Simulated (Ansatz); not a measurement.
## MoS2 (R3m): refractive index against wavelength

The refractive index of MoS2 (R3m) along x below the direct gap (1.71 eV on the mesh) is read from one computed spectrum, n = √(Re ε). x, y and z are the Cartesian axes of the input cell.

The structure is trigonal, space group R3m (No. 160). Conventional cell: a = 3.160 Å, b = 3.160 Å, c = 18.450 Å, α = 90.00°, β = 90.00°, γ = 120.00°. Mo on site a is surrounded by 6 S at 2.39 Å. Around S on site a lie 3 Mo at 2.39 Å. S on site a has 3 Mo at 2.39 Å as nearest neighbours.

Method: Ansatz 0.2.0, PBE, independent particles, k-mesh 12×12×12 with interpolation inside its cells, Gaussian parameter 0.15 eV.

Launch of the response step: `ansatz run input.yaml --threads 4 --pin off --max-ram 8192MiB --backend cpu --events-out ev --progress --plain --runs-dir out`. The run took 48 s, on 4 threads of Intel(R) Xeon(R) Platinum 8488C (Sapphire Rapids) (shared host).

```
wavelength (nm)  photon energy E (eV)       n
           3000                 0.413  4.0430
           2000                 0.620  4.0859
           1550                 0.800  4.1409
           1310                 0.946  4.2011
           1064                 1.165       ?
```

In the single-oscillator model n² − 1 = E₀E_d/(E₀² − E²), so 1/(n² − 1) = E₀/E_d − E²/(E₀E_d) is linear in E².

Working, on the rows shown:

| x = E² (eV²) | y = 1/(n² − 1) |
| --- | --- |
| 0.170801 | 0.0651642 |
| 0.384302 | 0.0637163 |
| 0.639837 | 0.0619308 |
| 0.895757 | 0.0600628 |

Means: x̄ = 0.52267, ȳ = 0.062719. Σ(x − x̄)(y − ȳ) = -0.002082, Σ(x − x̄)² = 0.2959. Slope = -0.002082 / 0.2959 = -0.007036; intercept = ȳ − slope · x̄ = 0.066396. Turned back into n, the line misses the rows shown by at most 0.0012.

Q: What does the fit predict for the withheld row, and how well does it do?

A: At x = 1.3578 the line gives y = 0.056843, that is 4.3119. The run gave 4.3275, so the extrapolation is off by 0.016, 5 % of the range in the table.

Refitted with all rows, the slope is -0.007374 and the intercept 0.066543. These give E₀ = √(intercept/−slope) = 3.00 eV and E_d = E₀/intercept = 45.1 eV; E₀ is 1.8 times the direct gap. The electronic limit at long wavelengths, without lattice vibrations, is n = √(1 + 1/intercept) = 4.003. Excitons are left out and so are local fields; PBE gaps are as a rule too small. Spin-orbit coupling is left out.

[Logs are printed without paths, hosts, clocks, repeated set-up lines and the standing remarks that a program may print on its own settings, such as how far it seeks lower states.]
